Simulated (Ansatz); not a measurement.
**Pt(111) with 4 thermally displaced layers, 2x2: scattering by thermal displacements**

Aim: the resistivity of Pt at 80 K from frozen thermal displacements between perfect leads.

Calculated with Ansatz 0.2.0; Ansatz plane-wave DFT, PBE, PAW files; ballistic transport by layer matching (Landauer), zero bias; PAW set soft_1.

## Step 1: The starting structure

The cell holds 40 atoms: 40 Pt. Its edges and angles: a = 5.546 Å, b = 5.546 Å, c = 22.699 Å, α = 93.5°, β = 86.5°, γ = 120.0°. It derives from Pt. Regions: lead, 24 atoms (24 Pt); scattering region, 16 atoms (16 Pt). The structure is stacked along c, and the current runs across the ab planes.

## Step 2: With 4 displaced layers

Each atom of 4 layers is moved at random, by amounts drawn from a normal law 0.0357 Å wide in each direction from the Debye model (240 K) at 80 K. The layers about the cell's end stay perfect and serve as the lead. Disorder leaves little or no symmetry, which makes such runs dear. Energies from -0.05 to 0.05 eV in steps of 0.05 eV are too few for the program's thermal sum, so it prints no conductance; for a metal the transmission near the Fermi level serves, at a fraction of the cost.

input.yaml reads:

```yaml
crystal:
  lattice:
    - [5.5462627489, 0.0, 0.0]
    - [-2.7731313745, 4.8032044366, 0.0]
    - [1.3865656872, -0.8005340728, 22.6425228571]
  atoms:
    - { symbol: Pt, position: [0.9916666667, 0.0083333333, 0.05] }
    - { symbol: Pt, position: [0.9916666667, 0.5083333333, 0.05] }
    - { symbol: Pt, position: [0.4916666667, 0.0083333333, 0.05] }
    - { symbol: Pt, position: [0.4916666667, 0.5083333333, 0.05] }
    - { symbol: Pt, position: [0.1416666667, 0.3583333333, 0.15] }
    - { symbol: Pt, position: [0.1416666667, 0.8583333333, 0.15] }
    - { symbol: Pt, position: [0.6416666667, 0.3583333333, 0.15] }
    - { symbol: Pt, position: [0.6416666667, 0.8583333333, 0.15] }
    - { symbol: Pt, position: [0.2916666667, 0.2083333333, 0.25] }
    - { symbol: Pt, position: [0.2916666667, 0.7083333333, 0.25] }
    - { symbol: Pt, position: [0.7916666667, 0.2083333333, 0.25] }
    - { symbol: Pt, position: [0.7916666667, 0.7083333333, 0.25] }
    - { symbol: Pt, position: [0.9453160583, 0.0663047095, 0.3511693942] }
    - { symbol: Pt, position: [0.9526605921, 0.5700496252, 0.3480989824] }
    - { symbol: Pt, position: [0.4327503554, 0.0484879012, 0.3498300875] }
    - { symbol: Pt, position: [0.4478843852, 0.558300508, 0.3507819422] }
    - { symbol: Pt, position: [0.0801509036, 0.4091881743, 0.4485698615] }
    - { symbol: Pt, position: [0.1061425531, 0.9151752027, 0.4514970079] }
    - { symbol: Pt, position: [0.5933991663, 0.4130619301, 0.4510374123] }
    - { symbol: Pt, position: [0.5876311116, 0.9046059683, 0.4498190174] }
    - { symbol: Pt, position: [0.2356344954, 0.253840853, 0.5495531517] }
    - { symbol: Pt, position: [0.2402451326, 0.7636103375, 0.5474831672] }
    - { symbol: Pt, position: [0.7447868249, 0.2535397223, 0.5491391195] }
    - { symbol: Pt, position: [0.7324994645, 0.7571960249, 0.5496094681] }
    - { symbol: Pt, position: [0.8908906395, 0.1043901773, 0.650147842] }
    - { symbol: Pt, position: [0.9050519879, 0.6112228481, 0.649095361] }
    - { symbol: Pt, position: [0.3971675842, 0.1075319716, 0.6509364673] }
    - { symbol: Pt, position: [0.3946650911, 0.6049190527, 0.6469561729] }
    - { symbol: Pt, position: [0.0416666667, 0.4583333333, 0.75] }
    - { symbol: Pt, position: [0.0416666667, 0.9583333333, 0.75] }
    - { symbol: Pt, position: [0.5416666667, 0.4583333333, 0.75] }
    - { symbol: Pt, position: [0.5416666667, 0.9583333333, 0.75] }
    - { symbol: Pt, position: [0.1916666667, 0.3083333333, 0.85] }
    - { symbol: Pt, position: [0.1916666667, 0.8083333333, 0.85] }
    - { symbol: Pt, position: [0.6916666667, 0.3083333333, 0.85] }
    - { symbol: Pt, position: [0.6916666667, 0.8083333333, 0.85] }
    - { symbol: Pt, position: [0.8416666667, 0.1583333333, 0.95] }
    - { symbol: Pt, position: [0.8416666667, 0.6583333333, 0.95] }
    - { symbol: Pt, position: [0.3416666667, 0.1583333333, 0.95] }
    - { symbol: Pt, position: [0.3416666667, 0.6583333333, 0.95] }
kpoints:
  mp_grid: { grid: [5, 5, 1] }
hamiltonian:
  xc: pbe
  pseudopotentials: { kind: paw, azcp: { folder: soft_1 } }
scf:
  occupations: { method: fermi_dirac, width: 0.1 }
output:
  transmission:
    leads: [[0, 4]]
    kmesh: [10, 10]
    e_range: [-0.05, 0.05]
    de: 0.05
  write_potential: true
  write_density: true
  volumetric_format: npy
  elf: true
```

Launch:

```console
ansatz run input.yaml --threads 4 --pin off --max-ram 15360MiB --backend cpu --events-out ev --progress --plain --runs-dir out
```

Numbers of over 12 decimals in the logs are rounded to 6 here.

Log:

```text
Engine: ansatz 0.2.0, aarch64-unknown-linux-gnu
Pseudopotentials: kind: paw
Pseudopotential: Pt, paw, valence charge 18, recommended cutoff 420 eV (normal), soft_1/Pt.paw.azcp
Functional definition: PBE
  parameter kappa = 0.804
  parameter beta = 0.066725
  exchange = pbe_x(kappa = kappa, mu = beta*pi^2/3)
  correlation = pbe_c(beta = beta)
Crystal: 40 atoms, lattice volume = 603.193 Å³
Basis set: ecut = 420 eV, 11827 PW (Γ)
Bands: 432, of which v1, the nominal top of the filled ones, is band 360 counted from 1 (359 counted from 0)
Symmetry: 1 space group operations
Space group: P1 (ITA 1), of the structure as read, at distance tolerance 8.4e-5 Å
k-points: 13 of 25 (time reversal used)
Non-local potential: Pt, projectors of the file, l = 0: 3, l = 1: 2, l = 2: 2, l = 3: 1
PAW form: soft (Blöchl's): semilocal exchange-correlation on the pseudo side does not see the compensation charge
PAW one-centre angular grid: Pt, 590 points (default); XC on 64 Gauss nodes
Initial density: superposition of atomic densities (chi_scale 0.1, normalization cell)
Initial wavefunctions: pseudopotential atomic-orbital guess
Functional: x = pbe(κ = 0.804, μ = 0.219515), c = pbe(β = 0.066725)
SCF iter   1: F=—  HF=-501001.274915 eV  |F-HF|=—  |Δ(HF+E_count)|=         —  Δρ=8.57e-2  dr2=4.22e1  ethr=3.10e-3  ⟨swp⟩=4.8  Hψ=17111  notcnv=0  defer=183
preconditioner: auto → Kerker (q_TF=auto, 2.810 Å⁻¹)  [metal: Δε(μ)=0.008 eV  Ē_g=8.529 eV  σ=0.100 eV  W_gap=0.02  n_scr=246 (ndim 8)  ℏωp=30.2 eV  f_vac=0.000  D(μ)=69.00/eV (n_scr^D=920)]
SCF iter   2: F=—  HF=-500991.393527 eV  |F-HF|=—  |Δ(HF+E_count)|=    9.88e0  Δρ=4.54e-2  dr2=1.16e1  ethr=3.10e-3  ⟨swp⟩=2.8  Hψ=9288  notcnv=0  defer=484
SCF iter   3: F=—  HF=-500988.085801 eV  |F-HF|=—  |Δ(HF+E_count)|=    3.31e0  Δρ=6.55e-3  dr2=1.25e-1  ethr=1.60e-3  ⟨swp⟩=2.1  Hψ=8100  notcnv=0  defer=484
SCF iter   4: F=—  HF=-500988.101594 eV  |F-HF|=—  |Δ(HF+E_count)|=   1.58e-2  Δρ=1.10e-3  dr2=7.65e-3  ethr=1.74e-5  ⟨swp⟩=2.9  Hψ=9721  notcnv=0  defer=480
SCF iter   5: F=—  HF=-500988.101744 eV  |F-HF|=—  |Δ(HF+E_count)|=   1.50e-4  Δρ=3.61e-4  dr2=6.31e-4  ethr=1.06e-6  ⟨swp⟩=2.8  Hψ=8326  notcnv=0  defer=480
SCF iter   6: F=—  HF=-500988.101782 eV  |F-HF|=—  |Δ(HF+E_count)|=   3.80e-5  Δρ=5.50e-5  dr2=1.92e-5  ethr=8.77e-8  ⟨swp⟩=2.8  Hψ=10610  notcnv=0  defer=480
SCF iter   7: F=—  HF=-500988.100509 eV  |F-HF|=—  |Δ(HF+E_count)|=   1.27e-3  Δρ=9.87e-6  dr2=2.01e-6  ethr=2.67e-9  ⟨swp⟩=1.0  Hψ=5112  notcnv=0  defer=480
SCF iter   8: F=—  HF=-500988.100509 eV  |F-HF|=—  |Δ(HF+E_count)|=   3.13e-8  Δρ=2.07e-6  dr2=1.24e-7  ethr=2.79e-10  ⟨swp⟩=1.0  Hψ=5112  notcnv=0  defer=480
SCF iter   9: F=-500988.100509 eV  HF=-500988.100509 eV  |F-HF|=2.32e-8  |Δ(HF+E_count)|=   1.09e-8  Δρ=6.13e-7  dr2=2.38e-8  ethr=1.39e-11  ⟨swp⟩=8.0  Hψ=16368  notcnv=0
SCF 1 converged in 9 iterations: F = -500988.100509 eV  dr2 = 2.38e-8
  greatest PAW one-centre occupation: 1.000 electrons in one spin orbital (limit 2), on the Pt atom at site 17 (counted from 0), in its partial waves of l = 0
transmission: 215 of 2132 steps passed
transmission: 429 of 2132 steps passed
[...]
transmission: 2132 of 2132 steps passed
SCF converged after 9 iterations
Free energy (F): -500988.100509 eV
Harris-Foulkes:  -500988.100509 eV  (|F-HF|=2.32e-8)
Internal energy: -500985.867585 eV  (E = F + TS)
E sigma→0 (E₀):  -500986.984047 eV
Entropy (-TS):   -2.232924 eV (-55.823 meV/atom)
Fermi energy:    23.427438 eV
--- Per-component energies (eV) ---
  E_band       = -5135.830761
  E_kinetic    = 23899.407960
  E_local      = -57018.017802  (includes V_loc(G=0)·N_el)
  E_nonlocal   = 8154.978131
  E_hartree    = 21700.375000
  E_xc         = -9304.707194
  E_vxc        = -10871.504271  (∫ρ·V_xc dr)
  E_paw        = -379355.694327  (= ΣΔE_a)
  E_vpaw       = -12701.496776  (= ΣTr[D̂ρ^β])
  E_aug_tail   = 0.044607  (compensation charges beyond the density's cutoff)
  E_ewald      = -109062.253959
  E_smearing   = -2.232924  (= −TS)
  E_closure    = 0.000000  (closes the sum)
  Σ components = -500988.100509   (vs F -500988.100509, Δ=0.00e0)
--- Band table (eV; the first three rows and the last of 13) ---
  k-point 0: bands = [... 356 lower, 23.5803, 23.6139, 23.6252, 23.6640, 23.6694, 23.6732, 23.6807, 23.7337, ... 68 higher]
  k-point 1: bands = [... 356 lower, 23.4037, 23.4108, 23.4166, 23.4307, 23.4466, 23.4641, 23.4902, 23.5851, ... 68 higher]
  k-point 2: bands = [... 356 lower, 23.3204, 23.3352, 23.3975, 23.4585, 23.5192, 23.5329, 23.5382, 23.5457, ... 68 higher]
  k-point 12: bands = [... 356 lower, 23.2870, 23.3205, 23.4473, 23.4527, 23.4560, 23.4784, 23.5245, 23.5320, ... 68 higher]
--- Transmission ---
  basis      : 241 plane waves across, 41 finite elements along
  points     : 52, standing for a mesh of 10 x 10
  energies   : 3 from -0.050000 to 0.050000 eV about the Fermi level, 0.050000 eV apart; the leads are filled to 0.000000 eV, and channels, transmission and decay are at 0.000000 eV
  crystal 0  : Pt4, at the sites [0, 4], period 2.2643 Å, over 13.59 Å; its Hamiltonian steps by up to 6.0 meV
    offset         : up to 0.0000 Å between an atom of the period and one for which it stands
    channels       : 6.890000e0 a spin
    conductance    : none, the energies end too early or step too widely for 300 K: set another output.transmission.e_range or a lower de, or, where they end at an eighth of basis.ecutwfc, a higher one
  junction   : crystal 0 to crystal 0, 0.70 to 21.08 Å
    transmission   : 6.471859e0 a spin
    conductance    : none, the energies end too early or step too widely for 300 K: set another output.transmission.e_range or a lower de, or, where they end at an eighth of basis.ecutwfc, a higher one
```

It took 9.3 min on 4 threads of Arm Neoverse V1, shared host; peak memory 5.7 GiB.

In the SCF lines HF is the Harris–Foulkes energy and dr2 the Hartree energy of the density residual, in eV; the loop may stop once dr2 is under the threshold and the program's other checks hold. Hψ counts applications of the Hamiltonian.

Numbers from this step:

| Item | Value |
| --- | --- |
| free energy | -500988.1005 eV |
| energy at zero smearing | -500986.9840 eV |
| Fermi energy | 23.43 eV |
| cell area | 26.64 Å² |
| transmission per spin nearest the Fermi level | 6.472 |
| open channels per spin nearest the Fermi level | 6.89 |
| step of the lead's potential | 6 meV |

Per spin. Transmission, zone mean against energy, zero at the Fermi level:

```tsv
energy (eV)	transmission, zone mean
-0.0500	6.66
0.0000	6.47
0.0500	5.98
```

Per spin. The open channels, zone mean, lead by energy, zero at the Fermi level:

```tsv
energy (eV)	open channels, zone mean, lead
-0.0500	7.16
0.0000	6.89
0.0500	6.21
```

Transmission over k1 and k2. At 0.0000 eV from the Fermi level.

Values, 10 rows by 10 columns:
```
9.33 7.86 5.91 5.89 5.93 7.82 9.27 3.95 2.99 3.90
5.17 5.91 7.85 6.66 6.66 7.80 5.91 5.08 2.99 2.99
5.29 5.92 6.62 8.48 3.91 8.51 6.64 5.89 5.18 3.95
9.31 5.91 6.67 3.89 7.80 7.81 3.83 6.73 5.90 9.37
8.75 7.84 7.81 8.27 7.68 4.77 7.68 8.27 7.81 7.84
9.31 9.37 5.90 6.73 3.83 7.81 7.80 3.89 6.67 5.91
5.29 3.95 5.18 5.89 6.64 8.51 3.91 8.48 6.62 5.92
5.17 2.99 2.99 5.08 5.91 7.80 6.66 6.66 7.85 5.91
9.33 3.90 2.99 3.95 9.27 7.82 5.93 5.89 5.91 7.86
8.70 9.38 5.21 5.26 9.21 8.70 9.21 5.26 5.21 9.38
```
Columns: k1 (b1) from -0.5 to 0.4; rows upwards: k2 (b2) from -0.5 to 0.4.

Open channels over k1 and k2. At 0.0000 eV from the Fermi level.

Values, 10 rows by 10 columns:
```
10.0  8.0  6.0  6.0  6.0  8.0 10.0  4.0  3.0  4.0
 6.0  6.0  8.0  7.0  7.0  8.0  6.0  6.0  3.0  3.0
 6.0  6.0  7.0  9.0  4.0  9.0  7.0  6.0  6.0  4.0
10.0  6.0  7.0  4.0  9.0  9.0  4.0  7.0  6.0 10.0
10.0  8.0  8.0  9.0  9.0  5.0  9.0  9.0  8.0  8.0
10.0 10.0  6.0  7.0  4.0  9.0  9.0  4.0  7.0  6.0
 6.0  4.0  6.0  6.0  7.0  9.0  4.0  9.0  7.0  6.0
 6.0  3.0  3.0  6.0  6.0  8.0  7.0  7.0  8.0  6.0
10.0  4.0  3.0  4.0 10.0  8.0  6.0  6.0  6.0  8.0
10.0 10.0  6.0  6.0 10.0 10.0 10.0  6.0  6.0 10.0
```
Columns: k1 (b1) from -0.5 to 0.4; rows upwards: k2 (b2) from -0.5 to 0.4.

Valence density in the ca plane at fractional y = 0.048, with atoms of Pt within 0.2 Å of it. It is the smooth field of the valence electrons, not physical close to the nuclei.

Values in units of 1e0 e/Å³, 8 rows by 16 columns, each cell a mean:
```
0.3 0.2 0.3 0.5 7.1 4.3 0.3 0.2 0.2 0.3 0.9 6.4 1.3 0.8 0.6 0.3
0.8 0.4 1.2 0.4 1.9 1.3 0.6 0.6 0.3 0.4 0.8 5.7 1.3 0.4 0.3 0.3
0.8 0.4 1.6 0.5 0.4 0.3 1.5 1.9 0.5 0.7 0.3 0.7 0.4 3.1 1.6 0.3
0.3 0.2 0.4 0.4 3.5 1.7 0.7 0.9 0.3 0.5 0.3 0.9 0.5 4.3 2.6 0.3
0.3 0.2 0.3 0.5 7.5 4.1 0.3 0.3 0.2 0.3 0.9 6.4 1.4 0.8 0.6 0.3
0.8 0.4 1.2 0.5 2.2 1.4 0.7 0.9 0.3 0.4 0.7 5.3 1.3 0.4 0.3 0.3
0.8 0.4 1.6 0.5 0.4 0.4 1.6 2.5 0.5 0.7 0.3 0.6 0.4 3.1 1.6 0.3
0.3 0.2 0.4 0.4 3.5 1.9 0.6 1.0 0.4 0.5 0.3 0.9 0.5 4.3 2.5 0.3
```
Columns run along c (16.0 Å, from fractional 0.15 to 0.85 of the cell), rows up along a (5.5 Å). Atoms in or near the plane, at fractional coordinates: Pt at (0.35, 0.95), Pt at (0.35, 0.43).

Electrostatic potential energy in the ca plane at fractional y = 0.048, with atoms of Pt within 0.2 Å of it. With pseudopotentials it is smooth inside the atoms' cores, unlike the true potential.

Ten even steps from '0' (-43 eV) to '9' (26 eV), each cell a mean:
```
99999999997200048999999999999730158986679999
99999999998400059999999999999610027999999999
88999877899732479988999999999720038999999999
67899745799987899865789998999853368987789999
77899744799999999743479987899998899863368999
88999877899977899853479987899999999830037999
99999999998622589976789998999988899840037999
99999999997200169999999999999853369963358999
99999999997200059999999999999610038998889999
88999988998510269999999999999610027999999999
77899756899865689876789999999841148999999999
67899744799998999842479988899986689975579999
88999855799998999742379987899999999841148999
99999988999755689864589988899999999830027999
99999999998400269988899999999976689851148999
```
Columns run along c (16.0 Å, from fractional 0.15 to 0.85 of the cell; values clipped at the 3rd and 97th percentile), rows up along a (5.5 Å). Atoms in or near the plane, at fractional coordinates: Pt at (0.35, 0.95), Pt at (0.35, 0.43).

ELF in the ca plane at fractional y = 0.048, with atoms of Pt within 0.2 Å of it. It is the smooth field of the valence electrons, not physical close to the nuclei.

Ten even steps from '0' (0.14) to '9' (0.59), each cell a mean:
```
22100122223799962222100022222489863234642122
22111222223799962222100012222599983222221112
33222344322478742223210122222499973222210012
54323466422234322356532223222368753223421112
44322467521222222478642233321123322357863222
33212344322234322477632223321122222389984222
22100122222588632235422223221133322379984222
22000122223899952222210122222378743347863222
22100122223899952222100012222499973223331112
33211233223699852222210022222499984222210012
44222455322356532345521123222389863222221012
54323467521223222478742223321245532345642122
33222356421233222478743233321122222378973222
22111233222466432256642223321122222389984222
22100122223799852223321122222245432368973222
```
Columns run along c (16.0 Å, from fractional 0.15 to 0.85 of the cell), rows up along a (5.5 Å). Atoms in or near the plane, at fractional coordinates: Pt at (0.35, 0.95), Pt at (0.35, 0.43).

Over the solved energies the transmission per spin lies between 5.98 and 6.66, out of 6.75 channels of the lead on average (up to 7.16).

(Part 1 of 2 ends here.)

[Logs are printed without paths, hosts, clocks, repeated set-up lines and the standing remarks that a program may print on its own settings, such as how far it seeks lower states.]

[Hosts, paths, dates, database ids (printed as entryN), source tags and the programs' standing remarks are cut or masked in the printed files.]
